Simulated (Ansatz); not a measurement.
# A hypothetical structure for NaAgBr3

This structure for NaAgBr3 is made up. Its elements were placed in a known structure type with a cell scaled to their sizes. What cell does the guess relax to, and how far off was it?

Program: Ansatz 0.2.0. Level of theory: DFT, r2SCAN, plane-wave PAW, files of the set soft_1, scalar-relativistic, no spin, cell and ions relaxed at zero pressure; PAW set soft_1, in the first sound run; inputs show where later runs differ. Results are calculated unless marked as measured.

### 1. The starting structure

It takes space group Pm-3m (No. 221, cubic). Conventional cell: a = 4.884 Å, b = 4.884 Å, c = 4.884 Å, α = 90.00°, β = 90.00°, γ = 90.00°. Ag has 6 Br at 2.44 Å nearest. Nearest to Br lie 2 Ag at 2.44 Å and 4 Na at 3.45 Å. Nearest to Na lie 12 Br at 3.45 Å. Farther neighbours and most contacts between anions are not listed.

### 2. Relaxing cell and atoms

The guess takes its coordinates from another compound and its volume from a rule, so the cell and any free coordinates are relaxed together.

input.yaml

```yaml
crystal:
  lattice:
    - [4.884, 0.0, 0.0]
    - [0.0, 4.884, 0.0]
    - [0.0, 0.0, 4.884]
  atoms:
    - { symbol: Ag, position: [0.0, 0.0, 0.0] }
    - { symbol: Br, position: [0.0, 0.5, 0.0] }
    - { symbol: Br, position: [0.0, 0.0, 0.5] }
    - { symbol: Br, position: [0.5, 0.0, 0.0] }
    - { symbol: Na, position: [0.5, 0.5, 0.5] }
kpoints:
  mp_grid: { grid: [6, 6, 6] }
scf:
  occupations: { method: fermi_dirac, width: 0.05 }
hamiltonian:
  xc: r2scan
  pseudopotentials: { kind: paw, azcp: { folder: soft_1 } }
relax:
  f_tol: 0.015
  max_steps: 70
  cell: {}
output:
  forces: true
  stress: true
```

Run with:

```console
$ ansatz run input.yaml --threads 4 --pin off --max-ram 8192MiB --backend cpu --events-out ev --progress --plain --runs-dir out
```

Numbers of over 12 decimals in the logs are rounded to 6 here.

The program printed:

```text
Engine: ansatz 0.2.0, x86_64-unknown-linux-gnu
Pseudopotentials: kind: paw
Pseudopotential: Ag, paw, valence charge 19, recommended cutoff 500 eV (meta_gga), soft_1/Ag.paw.azcp
Pseudopotential: Br, paw, valence charge 7, recommended cutoff 500 eV (meta_gga), soft_1/Br.paw.azcp
Pseudopotential: Na, paw, valence charge 9, recommended cutoff 500 eV (meta_gga), soft_1/Na.paw.azcp
Functional definition: r2SCAN
  parameter k0 = 0.174
  parameter k1 = 0.065
  parameter a1 = 4.9479
  exchange = r2scan_x(k0 = k0, k1 = k1, a1 = a1)
  correlation = r2scan_c
Crystal: 5 atoms, lattice volume = 116.500 Å³
Basis set: ecut = 500 eV, 2945 PW (Γ), exchange–correlation on 144×144×144 points (64 copies of the dense FFT grid, shifted against one another)
Bands: 30, of which v1, the nominal top of the filled ones, is band 25 counted from 1 (24 counted from 0)
Symmetry: 48 space group operations
Space group: Pm-3m (ITA 221), of the structure as read, at distance tolerance 4.9e-5 Å
k-points: 20 of 216
Non-local potential: Ag, projectors of the file, l = 0: 3, l = 1: 2, l = 2: 2, l = 3: 1
Non-local potential: Br, projectors of the file, l = 0: 2, l = 1: 2, l = 2: 2
Non-local potential: Na, projectors of the file, l = 0: 3, l = 1: 2, l = 2: 1
PAW form: soft (Blöchl's): semilocal exchange-correlation on the pseudo side does not see the compensation charge
PAW frozen core: Ag, regenerated for the run's functional (the file was generated under x = pbe(κ = 0.804, μ = 0.219515), c = pbe(β = 0.066725))
PAW frozen core: Br, regenerated for the run's functional (the file was generated under x = pbe(κ = 0.804, μ = 0.219515), c = pbe(β = 0.066725))
PAW frozen core: Na, regenerated for the run's functional (the file was generated under x = pbe(κ = 0.804, μ = 0.219515), c = pbe(β = 0.066725))
PAW one-centre angular grid: Ag, 590 points (default); XC on 160 Gauss nodes
PAW one-centre angular grid: Br, 302 points (default); XC on 160 Gauss nodes
PAW one-centre angular grid: Na, 302 points (default); XC on 317 of its mesh's 2451 points in the sphere
Initial density: superposition of atomic densities (chi_scale 0.1, normalization cell, long waves kept (reshape's long-wave potential 0.00 eV rms))
Initial wavefunctions: pseudopotential atomic-orbital guess
Functional: x = r2scan, c = r2scan; τ floored in thin density (d = 2e-4 eV/Å³)
SCF iter   1: F=—  HF=-17474.728003 eV  |F-HF|=—  |Δ(HF+E_count)|=         —  Δρ=4.94e-2  dr2=2.12e0  dr2_τ=1.99e-2  ethr=3.10e-3  ⟨swp⟩=7.0  Hψ=2607  notcnv=0
preconditioner: auto → Kerker (q_TF=auto, 2.362 Å⁻¹)  [metal: Δε(μ)=0.054 eV  Ē_g=11.793 eV  σ=0.050 eV  W_gap=0.25  n_scr=26 (ndim 8)  ℏωp=19.8 eV  f_vac=0.001  D(μ)=2.43/eV (n_scr^D=18)]
SCF iter   2: F=—  HF=-17474.123700 eV  |F-HF|=—  |Δ(HF+E_count)|=   6.04e-1  Δρ=1.97e-2  dr2=4.67e-1  dr2_τ=4.11e-2  ethr=3.10e-3  ⟨swp⟩=2.9  Hψ=1308  notcnv=0  defer=20
SCF iter   3: F=—  HF=-17474.021382 eV  |F-HF|=—  |Δ(HF+E_count)|=   1.02e-1  Δρ=7.55e-3  dr2=1.17e-1  dr2_τ=2.95e-3  ethr=9.52e-4  ⟨swp⟩=3.0  Hψ=1160  notcnv=0  defer=20
SCF iter   4: F=—  HF=-17473.983552 eV  |F-HF|=—  |Δ(HF+E_count)|=   3.78e-2  Δρ=2.65e-3  dr2=2.20e-2  dr2_τ=6.37e-4  ethr=2.39e-4  ⟨swp⟩=3.0  Hψ=1136  notcnv=0  defer=20
SCF iter   5: F=—  HF=-17473.979170 eV  |F-HF|=—  |Δ(HF+E_count)|=   4.38e-3  Δρ=1.47e-3  dr2=4.24e-3  dr2_τ=1.56e-4  ethr=4.50e-5  ⟨swp⟩=2.0  Hψ=1088  notcnv=0  defer=20
SCF iter   6: F=—  HF=-17473.978962 eV  |F-HF|=—  |Δ(HF+E_count)|=   2.08e-4  Δρ=4.45e-4  dr2=3.88e-4  dr2_τ=1.50e-5  ethr=8.66e-6  ⟨swp⟩=2.1  Hψ=1044  notcnv=0  defer=20
SCF iter   7: F=—  HF=-17473.979030 eV  |F-HF|=—  |Δ(HF+E_count)|=   6.78e-5  Δρ=1.59e-4  dr2=6.62e-5  dr2_τ=1.01e-6  ethr=7.92e-7  ⟨swp⟩=2.5  Hψ=968  notcnv=0  defer=20
SCF iter   8: F=—  HF=-17473.979035 eV  |F-HF|=—  |Δ(HF+E_count)|=   4.43e-6  Δρ=5.24e-5  dr2=3.99e-6  dr2_τ=1.96e-7  ethr=1.35e-7  ⟨swp⟩=2.0  Hψ=858  notcnv=0  defer=19
SCF iter   9: F=—  HF=-17473.979036 eV  |F-HF|=—  |Δ(HF+E_count)|=   1.06e-6  Δρ=1.16e-5  dr2=2.80e-7  dr2_τ=6.17e-9  ethr=8.15e-9  ⟨swp⟩=2.0  Hψ=961  notcnv=0  defer=19
SCF iter  10: F=-17473.979036 eV  HF=-17473.979036 eV  |F-HF|=1.27e-8  |Δ(HF+E_count)|=   6.63e-8  Δρ=3.55e-6  dr2=1.86e-8  dr2_τ=6.71e-10  ethr=2.04e-10  ⟨swp⟩=5.0  Hψ=2074  notcnv=0
SCF 1 converged in 10 iterations: F = -17473.979036 eV  dr2 = 1.86e-8
  greatest PAW one-centre occupation: 1.003 electrons in one spin orbital (limit 2), on the Ag atom at site 0 (counted from 0), in its partial waves of l = 0
relax step   1: F+E_penalty+E_count = -17473.97903564 eV  Δ(F+E_penalty+E_count) = +0.000e0 eV  max|allowed force component| = 3.869e-29 eV/Å  Δτ_max = 0.0000 Å  P = +15.647 GPa  Ω = 116.500 Å³  (10 SCF iters, dr2 threshold 1.00e-7 eV, accepted)
Crystal: 5 atoms, lattice volume = 134.383 Å³
Basis set: ecut = 500 eV, 3407 PW (Γ), exchange–correlation on 144×144×144 points (64 copies of the dense FFT grid, shifted against one another)
Initial density: handed on by an earlier stage of this run
Initial wavefunctions: those handed on with the density
iter 1 solved again at ethr=6.67e-5 eV; its pass at ethr=3.10e-3 eV (dr2=3.27e-2 eV) is discarded
SCF iter   1: F=—  HF=-17474.237658 eV  |F-HF|=—  |Δ(HF+E_count)|=         —  Δρ=4.66e-3  dr2=3.33e-2  dr2_τ=5.48e-1  ethr=6.67e-5  ⟨swp⟩=1.4  Hψ=3559  notcnv=0
preconditioner: auto → LDOS  [metal: Δε(μ)=0.047 eV  Ē_g=11.204 eV  σ=0.050 eV  W_gap=0.22  n_scr=26 (ndim 8)  ℏωp=18.4 eV  f_vac=0.139  D(μ)=2.58/eV (n_scr^D=18)  β→1.0]
SCF iter   2: F=—  HF=-17475.048863 eV  |F-HF|=—  |Δ(HF+E_count)|=   8.11e-1  Δρ=3.94e-3  dr2=1.75e-2  dr2_τ=8.14e-4  ethr=6.67e-5  ⟨swp⟩=3.1  Hψ=1341  notcnv=0
SCF iter   3: F=—  HF=-17475.042660 eV  |F-HF|=—  |Δ(HF+E_count)|=   6.20e-3  Δρ=1.12e-3  dr2=2.22e-3  dr2_τ=4.88e-5  ethr=3.57e-5  ⟨swp⟩=2.0  Hψ=1208  notcnv=0  defer=2
SCF iter   4: F=—  HF=-17475.042665 eV  |F-HF|=—  |Δ(HF+E_count)|=   5.23e-6  Δρ=8.08e-4  dr2=9.47e-4  dr2_τ=8.58e-6  ethr=4.54e-6  ⟨swp⟩=2.1  Hψ=996  notcnv=0  defer=2
SCF iter   5: F=—  HF=-17475.042505 eV  |F-HF|=—  |Δ(HF+E_count)|=   1.60e-4  Δρ=4.11e-4  dr2=2.52e-4  dr2_τ=2.75e-6  ethr=1.93e-6  ⟨swp⟩=2.1  Hψ=869  notcnv=0  defer=2
SCF iter   6: F=—  HF=-17475.042404 eV  |F-HF|=—  |Δ(HF+E_count)|=   1.01e-4  Δρ=1.42e-4  dr2=2.99e-5  dr2_τ=3.91e-7  ethr=5.14e-7  ⟨swp⟩=2.3  Hψ=913  notcnv=0  defer=2
SCF iter   7: F=-17475.042399 eV  HF=-17475.042399 eV  |F-HF|=1.42e-7  |Δ(HF+E_count)|=   5.86e-6  Δρ=1.16e-5  dr2=1.11e-7  dr2_τ=1.83e-8  ethr=1.02e-9  ⟨swp⟩=4.0  Hψ=2787  notcnv=0
SCF 2 converged in 7 iterations: F = -17475.042399 eV  dr2 = 1.11e-7
relax step   2: F+E_penalty+E_count = -17475.04239868 eV  Δ(F+E_penalty+E_count) = -1.063e0 eV  max|allowed force component| = 5.512e-29 eV/Å  Δτ_max = 0.0000 Å  P = +4.812 GPa  Ω = 134.383 Å³  energy of the carried Pulay correction = -3.768e-3 eV  (7 SCF iters, dr2 threshold 5.00e-7 eV, accepted)
Crystal: 5 atoms, lattice volume = 144.189 Å³
Basis set: ecut = 500 eV, 3743 PW (Γ), exchange–correlation on 144×144×144 points (64 copies of the dense FFT grid, shifted against one another)
iter 1 solved again at ethr=1.30e-5 eV; its pass at ethr=3.10e-3 eV (dr2=6.38e-3 eV) is discarded
SCF iter   1: F=—  HF=-17475.006816 eV  |F-HF|=—  |Δ(HF+E_count)|=         —  Δρ=2.18e-3  dr2=7.22e-3  dr2_τ=1.23e-1  ethr=1.30e-5  ⟨swp⟩=2.5  Hψ=3481  notcnv=0
preconditioner: auto → LDOS  [metal: Δε(μ)=0.043 eV  Ē_g=10.924 eV  σ=0.050 eV  W_gap=0.20  n_scr=26 (ndim 8)  ℏωp=17.8 eV  f_vac=0.154  D(μ)=2.64/eV (n_scr^D=18)  β→1.0]
SCF iter   2: F=—  HF=-17475.228881 eV  |F-HF|=—  |Δ(HF+E_count)|=   2.22e-1  Δρ=2.00e-3  dr2=4.52e-3  dr2_τ=1.99e-4  ethr=1.30e-5  ⟨swp⟩=3.0  Hψ=1338  notcnv=0
SCF iter   3: F=—  HF=-17475.227318 eV  |F-HF|=—  |Δ(HF+E_count)|=   1.56e-3  Δρ=4.18e-4  dr2=3.12e-4  dr2_τ=1.02e-5  ethr=9.22e-6  ⟨swp⟩=2.0  Hψ=1045  notcnv=0
SCF iter   4: F=—  HF=-17475.227366 eV  |F-HF|=—  |Δ(HF+E_count)|=   4.78e-5  Δρ=2.97e-4  dr2=1.18e-4  dr2_τ=1.06e-6  ethr=6.37e-7  ⟨swp⟩=2.0  Hψ=1090  notcnv=0
SCF iter   5: F=—  HF=-17475.227348 eV  |F-HF|=—  |Δ(HF+E_count)|=   1.81e-5  Δρ=1.55e-4  dr2=4.19e-5  dr2_τ=5.00e-7  ethr=2.40e-7  ⟨swp⟩=2.3  Hψ=932  notcnv=0
SCF iter   6: F=—  HF=-17475.227338 eV  |F-HF|=—  |Δ(HF+E_count)|=   9.53e-6  Δρ=7.63e-5  dr2=1.12e-5  dr2_τ=9.82e-8  ethr=8.56e-8  ⟨swp⟩=2.0  Hψ=664  notcnv=0
SCF iter   7: F=-17475.227335 eV  HF=-17475.227335 eV  |F-HF|=5.85e-9  |Δ(HF+E_count)|=   2.62e-6  Δρ=8.16e-6  dr2=6.71e-8  dr2_τ=5.97e-9  ethr=1.02e-9  ⟨swp⟩=3.6  Hψ=2530  notcnv=0
SCF 3 converged in 7 iterations: F = -17475.227335 eV  dr2 = 6.71e-8
relax step   3: F+E_penalty+E_count = -17475.22733548 eV  Δ(F+E_penalty+E_count) = -1.849e-1 eV  max|allowed force component| = 8.480e-30 eV/Å  Δτ_max = 0.0000 Å  P = +1.513 GPa  Ω = 144.189 Å³  energy of the carried Pulay correction = -5.616e-3 eV  (7 SCF iters, dr2 threshold 5.00e-7 eV, accepted)
Crystal: 5 atoms, lattice volume = 149.737 Å³
Basis set: ecut = 500 eV, 3791 PW (Γ), exchange–correlation on 144×144×144 points (64 copies of the dense FFT grid, shifted against one another)
iter 1 solved again at ethr=3.64e-6 eV; its pass at ethr=3.10e-3 eV (dr2=1.78e-3 eV) is discarded
SCF iter   1: F=—  HF=-17475.187149 eV  |F-HF|=—  |Δ(HF+E_count)|=         —  Δρ=1.14e-3  dr2=1.99e-3  dr2_τ=3.41e-2  ethr=3.64e-6  ⟨swp⟩=2.5  Hψ=3391  notcnv=0
preconditioner: auto → LDOS  [metal: Δε(μ)=0.041 eV  Ē_g=10.785 eV  σ=0.050 eV  W_gap=0.20  n_scr=26 (ndim 8)  ℏωp=17.4 eV  f_vac=0.168  D(μ)=2.68/eV (n_scr^D=18)  β→1.0]
SCF iter   2: F=—  HF=-17475.254804 eV  |F-HF|=—  |Δ(HF+E_count)|=   6.77e-2  Δρ=1.07e-3  dr2=1.29e-3  dr2_τ=5.32e-5  ethr=3.64e-6  ⟨swp⟩=2.9  Hψ=1328  notcnv=0
SCF iter   3: F=—  HF=-17475.254374 eV  |F-HF|=—  |Δ(HF+E_count)|=   4.29e-4  Δρ=2.05e-4  dr2=6.93e-5  dr2_τ=3.00e-6  ethr=2.64e-6  ⟨swp⟩=2.0  Hψ=1022  notcnv=0
SCF iter   4: F=—  HF=-17475.254396 eV  |F-HF|=—  |Δ(HF+E_count)|=   2.20e-5  Δρ=1.30e-4  dr2=2.17e-5  dr2_τ=1.87e-7  ethr=1.41e-7  ⟨swp⟩=2.0  Hψ=1091  notcnv=0
SCF iter   5: F=—  HF=-17475.254393 eV  |F-HF|=—  |Δ(HF+E_count)|=   3.78e-6  Δρ=6.12e-5  dr2=7.06e-6  dr2_τ=9.41e-8  ethr=4.42e-8  ⟨swp⟩=2.5  Hψ=982  notcnv=0
SCF iter   6: F=—  HF=-17475.254391 eV  |F-HF|=—  |Δ(HF+E_count)|=   1.27e-6  Δρ=3.51e-5  dr2=2.47e-6  dr2_τ=2.06e-8  ethr=1.44e-8  ⟨swp⟩=1.4  Hψ=624  notcnv=0
SCF iter   7: F=-17475.254391 eV  HF=-17475.254391 eV  |F-HF|=2.67e-8  |Δ(HF+E_count)|=   5.96e-7  Δρ=5.94e-6  dr2=4.56e-8  dr2_τ=2.07e-9  ethr=1.02e-9  ⟨swp⟩=3.3  Hψ=2322  notcnv=0
SCF 4 converged in 7 iterations: F = -17475.254391 eV  dr2 = 4.56e-8
relax step   4: F+E_penalty+E_count = -17475.25439073 eV  Δ(F+E_penalty+E_count) = -2.706e-2 eV  max|allowed force component| = 1.435e-29 eV/Å  Δτ_max = 0.0000 Å  P = +0.159 GPa  Ω = 149.737 Å³  energy of the carried Pulay correction = -6.603e-3 eV  (7 SCF iters, dr2 threshold 5.00e-7 eV, accepted)
Crystal: 5 atoms, lattice volume = 150.474 Å³
Basis set: ecut = 500 eV, 3887 PW (Γ), exchange–correlation on 144×144×144 points (64 copies of the dense FFT grid, shifted against one another)
iter 1 solved again at ethr=7.67e-8 eV; its pass at ethr=3.10e-3 eV (dr2=3.76e-5 eV) is discarded
SCF iter   1: F=—  HF=-17475.253416 eV  |F-HF|=—  |Δ(HF+E_count)|=         —  Δρ=1.49e-4  dr2=3.23e-5  dr2_τ=5.62e-4  ethr=7.67e-8  ⟨swp⟩=3.0  Hψ=3124  notcnv=0
preconditioner: auto → LDOS  [metal: Δε(μ)=0.041 eV  Ē_g=10.802 eV  σ=0.050 eV  W_gap=0.20  n_scr=26 (ndim 8)  ℏωp=17.4 eV  f_vac=0.168  D(μ)=2.68/eV (n_scr^D=18)  β→1.0]
SCF iter   2: F=—  HF=-17475.254633 eV  |F-HF|=—  |Δ(HF+E_count)|=   1.22e-3  Δρ=1.35e-4  dr2=1.97e-5  dr2_τ=7.35e-7  ethr=6.59e-8  ⟨swp⟩=2.2  Hψ=1191  notcnv=0
SCF iter   3: F=—  HF=-17475.254627 eV  |F-HF|=—  |Δ(HF+E_count)|=   6.04e-6  Δρ=2.64e-5  dr2=1.12e-6  dr2_τ=5.30e-8  ethr=4.03e-8  ⟨swp⟩=2.0  Hψ=1018  notcnv=0
SCF iter   4: F=—  HF=-17475.254628 eV  |F-HF|=—  |Δ(HF+E_count)|=   3.14e-7  Δρ=1.58e-5  dr2=3.36e-7  dr2_τ=3.45e-9  ethr=2.29e-9  ⟨swp⟩=2.0  Hψ=1091  notcnv=0
SCF iter   5: F=—  HF=-17475.254627 eV  |F-HF|=—  |Δ(HF+E_count)|=   5.99e-8  Δρ=7.36e-6  dr2=1.04e-7  dr2_τ=1.43e-9  ethr=6.87e-10  ⟨swp⟩=3.0  Hψ=1169  notcnv=0
SCF iter   6: F=-17475.254627 eV  HF=-17475.254627 eV  |F-HF|=3.37e-8  |Δ(HF+E_count)|=   1.69e-8  Δρ=4.42e-6  dr2=3.71e-8  dr2_τ=3.19e-10  ethr=1.28e-10  ⟨swp⟩=4.0  Hψ=1850  notcnv=0
SCF 5 converged in 6 iterations: F = -17475.254627 eV  dr2 = 3.71e-8
relax step   5: F+E_penalty+E_count = -17475.25462745 eV  Δ(F+E_penalty+E_count) = -2.367e-4 eV  max|allowed force component| = 1.333e-29 eV/Å  Δτ_max = 0.0000 Å  P = +0.001 GPa  Ω = 150.474 Å³  energy of the carried Pulay correction = -6.731e-3 eV  (6 SCF iters, dr2 threshold 6.29e-8 eV, accepted)
Basis set: ecut = 500 eV, 3887 PW (Γ), exchange–correlation on 160×160×160 points (64 copies of the dense FFT grid, shifted against one another)
Initial wavefunctions: pseudopotential atomic-orbital guess (no wavefunctions were taken with the density)
iter 1 solved again at ethr=5.00e-7 eV; its pass at ethr=3.10e-3 eV (dr2=2.45e-4 eV) is discarded
SCF iter   1: F=—  HF=-17475.252280 eV  |F-HF|=—  |Δ(HF+E_count)|=         —  Δρ=5.35e-4  dr2=5.75e-5  dr2_τ=1.80e-4  ethr=5.00e-7  ⟨swp⟩=3.0  Hψ=4184  notcnv=0
preconditioner: auto → LDOS  [metal: Δε(μ)=0.041 eV  Ē_g=10.839 eV  σ=0.050 eV  W_gap=0.20  n_scr=26 (ndim 8)  ℏωp=17.4 eV  f_vac=0.167  D(μ)=2.67/eV (n_scr^D=18)  β→1.0]
SCF iter   2: F=—  HF=-17475.263758 eV  |F-HF|=—  |Δ(HF+E_count)|=   1.15e-2  Δρ=1.25e-4  dr2=4.59e-5  dr2_τ=1.85e-6  ethr=1.17e-7  ⟨swp⟩=3.0  Hψ=1416  notcnv=0
SCF iter   3: F=—  HF=-17475.263737 eV  |F-HF|=—  |Δ(HF+E_count)|=   2.15e-5  Δρ=4.75e-5  dr2=4.02e-6  dr2_τ=2.00e-6  ethr=9.37e-8  ⟨swp⟩=2.5  Hψ=886  notcnv=0
SCF iter   4: F=—  HF=-17475.263744 eV  |F-HF|=—  |Δ(HF+E_count)|=   6.91e-6  Δρ=1.23e-5  dr2=2.66e-7  dr2_τ=7.40e-9  ethr=8.20e-9  ⟨swp⟩=2.0  Hψ=986  notcnv=0
SCF iter   5: F=—  HF=-17475.263744 eV  |F-HF|=—  |Δ(HF+E_count)|=   2.97e-8  Δρ=7.46e-6  dr2=1.19e-7  dr2_τ=9.99e-10  ethr=5.42e-10  ⟨swp⟩=2.0  Hψ=680  notcnv=0
SCF iter   6: F=—  HF=-17475.263744 eV  |F-HF|=—  |Δ(HF+E_count)|=   1.86e-8  Δρ=4.93e-6  dr2=4.69e-8  dr2_τ=3.73e-10  ethr=2.43e-10  ⟨swp⟩=2.0  Hψ=660  notcnv=0
SCF iter   7: F=—  HF=-17475.263744 eV  |F-HF|=—  |Δ(HF+E_count)|=   1.13e-8  Δρ=9.12e-7  dr2=2.14e-9  dr2_τ=3.82e-11  ethr=9.57e-11  ⟨swp⟩=2.1  Hψ=827  notcnv=0
SCF iter   8: F=—  HF=-17475.263744 eV  |F-HF|=—  |Δ(HF+E_count)|=  4.18e-10  Δρ=2.13e-7  dr2=5.27e-11  dr2_τ=3.34e-12  ethr=4.37e-12  ⟨swp⟩=2.0  Hψ=902  notcnv=0
SCF iter   9: F=-17475.263744 eV  HF=-17475.263744 eV  |F-HF|=1.46e-11  |Δ(HF+E_count)|=  1.09e-11  Δρ=2.83e-8  dr2=7.15e-13  dr2_τ=1.98e-13  ethr=1.00e-12  ⟨swp⟩=4.8  Hψ=2025  notcnv=0
SCF 6 converged in 9 iterations: F = -17475.263744 eV  dr2 = 7.15e-13
relax step   6: F+E_penalty+E_count = -17475.26374354 eV  Δ(F+E_penalty+E_count) = -9.116e-3 eV  max|allowed force component| = 8.270e-30 eV/Å  Δτ_max = 0.0000 Å  P = +0.012 GPa  Ω = 150.474 Å³  stress off target by 1.22e-2 GPa  SCF on the basis re-selected at this cell (its energy is not comparable with the rows above)  (9 SCF iters)
basis re-selected at this cell: Δ(F+E_penalty+E_count) = -9.116e-3 eV, ΔP = +0.011 GPa vs the last step (what re-selecting the basis moved, of the pressure what is left beyond the Pulay correction that the steps carried, after the strain that the cell walked since its last selection, with what the two solves' SCF thresholds leave and, on support functions, any second-order correction that the steps lacked; it is no measure of the basis error at this ecutwfc). The dense FFT grid was sized anew with the basis: this SCF ran on 40×40×40 points, the steps before it on 36×36×36, so part of this shift can come from that change (see relax.cell in the input reference). [rest of the remark cut]
SCF converged after 9 iterations
Free energy (F): -17475.263744 eV
Harris-Foulkes:  -17475.263744 eV  (|F-HF|=1.46e-11)
Internal energy: -17475.244251 eV  (E = F + TS)
E sigma→0 (E₀):  -17475.253997 eV
Entropy (-TS):   -0.019493 eV (-3.899 meV/atom)
Fermi energy:    3.239481 eV
--- Per-component energies (eV) ---
  E_band       = -791.081684
  E_kinetic    = 975.482925
  E_local      = -6262.849069  (includes V_loc(G=0)·N_el)
  E_nonlocal   = 467.065957
  E_hartree    = 2633.879188
  E_xc         = -735.951014
  E_vxc        = -631.558607  (∫ρ·V_xc dr)
  E_paw        = -11284.946634  (= ΣΔE_a)
  E_vpaw       = -645.409325  (= ΣTr[D̂ρ^β])
  E_aug_tail   = 0.000111  (compensation charges beyond the density's cutoff)
  E_vtau       = 38.427989  (kinetic-family band-sum trace: ∫τ·v_τ [+ j·A + Jᵃ·Aᵃ] dr)
  E_ewald      = -3266.915562
  E_core_change = -1.010153  (= ΣΔE_core)
  E_smearing   = -0.019493  (= −TS)
  E_closure    = 0.000000  (closes the sum)
  Σ components = -17475.263744   (vs F -17475.263744, Δ=0.00e0)
--- Forces (eV/Å), atoms counted from 1 ---
  atom   1  Ag    -0.00000000    -0.00000000    -0.00000000
  atom   2  Br     0.00000000    -0.00000000    -0.00000000
  atom   3  Br     0.00000000    -0.00000000     0.00000000
  atom   4  Br     0.00000000     0.00000000     0.00000000
  atom   5  Na     0.00000000    -0.00000000     0.00000000
  max |Σ_I F_I| component: 1.12e-29 eV/Å
--- Stress (GPa, compression-positive) ---
        0.012212       0.000000      -0.000000
        0.000000       0.012212       0.000000
       -0.000000       0.000000       0.012212
  P = ⅓ Tr σ = 0.0122 GPa (0.122 kbar)
--- Relaxed structure (5 steps of the walk, 5 accepted, 1 SCFs on fresh bases) ---
  F+E_penalty+E_count = -17475.26374354 eV   max|allowed force component| = 8.270e-30 eV/Å   (the final SCF, on the basis selected at the relaxed cell)
  cell:  # Å, volume = 150.4737 Å³
    - [5.318880, 0, 0.0]
    - [0, 5.318880, 0]
    - [0.0, 0, 5.318880]
  atoms:
    - { symbol: Ag, position: [0, 0, 0] }
    - { symbol: Br, position: [0, 0.5, 0] }
    - { symbol: Br, position: [0, 0, 0.5] }
    - { symbol: Br, position: [0.5, 0, 0] }
    - { symbol: Na, position: [0.5, 0.5, 0.5] }
```

The job ended after 5.7 s (4 threads of AMD EPYC 9B45 (Zen 5), shared host; peak memory 0.83 GiB).

This run has no spin polarisation although its electron count is odd.

Step by step:

```
step  energy less that of the first step (eV)  largest force component (eV/Å)  pressure (GPa)  volume (Å³)
   1                                   0.0000                          0.0000           15.65       116.50
   2                                  -1.0634                          0.0000            4.81       134.38
   3                                  -1.2483                          0.0000            1.51       144.19
   4                                  -1.2754                          0.0000            0.16       149.74
   5                                  -1.2756                          0.0000            0.00       150.47
  6*                                  -1.2847                          0.0000            0.01       150.47
```

Relaxation steps marked * repeat the geometry before them on a plane-wave basis chosen anew for their cell, so energy and pressure can jump there.

Forces are held to the 48 operations that the run works with; a distortion that breaks them can't arise in this run.

| conventional cell, symmetrised | before | after | change |
| --- | --- | --- | --- |
| a (Å) | 4.884 | 5.319 | +8.9 % |
| b (Å) | 4.884 | 5.319 | +8.9 % |
| c (Å) | 4.884 | 5.319 | +8.9 % |
| volume (Å³/atom) | 23.30 | 30.09 | +29.2 % |

Final coordinates:

```cif
data_structure
_symmetry_space_group_name_H-M 'P 1'
_symmetry_Int_Tables_number 1
_cell_length_a 5.3189
_cell_length_b 5.3189
_cell_length_c 5.3189
_cell_angle_alpha 90.000
_cell_angle_beta 90.000
_cell_angle_gamma 90.000
_cell_volume 150.47
loop_
_atom_site_label
_atom_site_type_symbol
_atom_site_fract_x
_atom_site_fract_y
_atom_site_fract_z
_atom_site_occupancy
Ag1 Ag 0.00000 0.00000 0.00000 1
Br2 Br 0.00000 0.50000 0.00000 1
Br3 Br 0.00000 0.00000 0.50000 1
Br4 Br 0.50000 0.00000 0.00000 1
Na5 Na 0.50000 0.50000 0.50000 1
```

This step gave:

```yaml
free_energy: -17475.2637 eV
energy_at_zero_smearing: -17475.2540 eV
smearing_term_ts: 0.01949 eV
fermi_energy: 3.239 eV
electrons: 49
symmetry_operations: 48
pressure: 0.01221 GPa
```

Shortest distances by pair of elements, guess and relaxed (not always the same contact):

```
 pair  guess (Å)  relaxed (Å)
Ag–Br      2.442        2.659
Br–Br      3.454        3.761
Br–Na      3.454        3.761
Ag–Na      4.230        4.606
Ag–Ag      4.884        5.319
```

The relaxation ends with a pressure of 0.01 GPa.

(Continued in part 2 of 2.)

[Logs are printed without paths, hosts, clocks, repeated set-up lines and the standing remarks that a program may print on its own settings, such as how far it seeks lower states.]

[Hosts, paths, dates, database ids (printed as entryN), source tags and the programs' standing remarks are cut or masked in the printed files.]
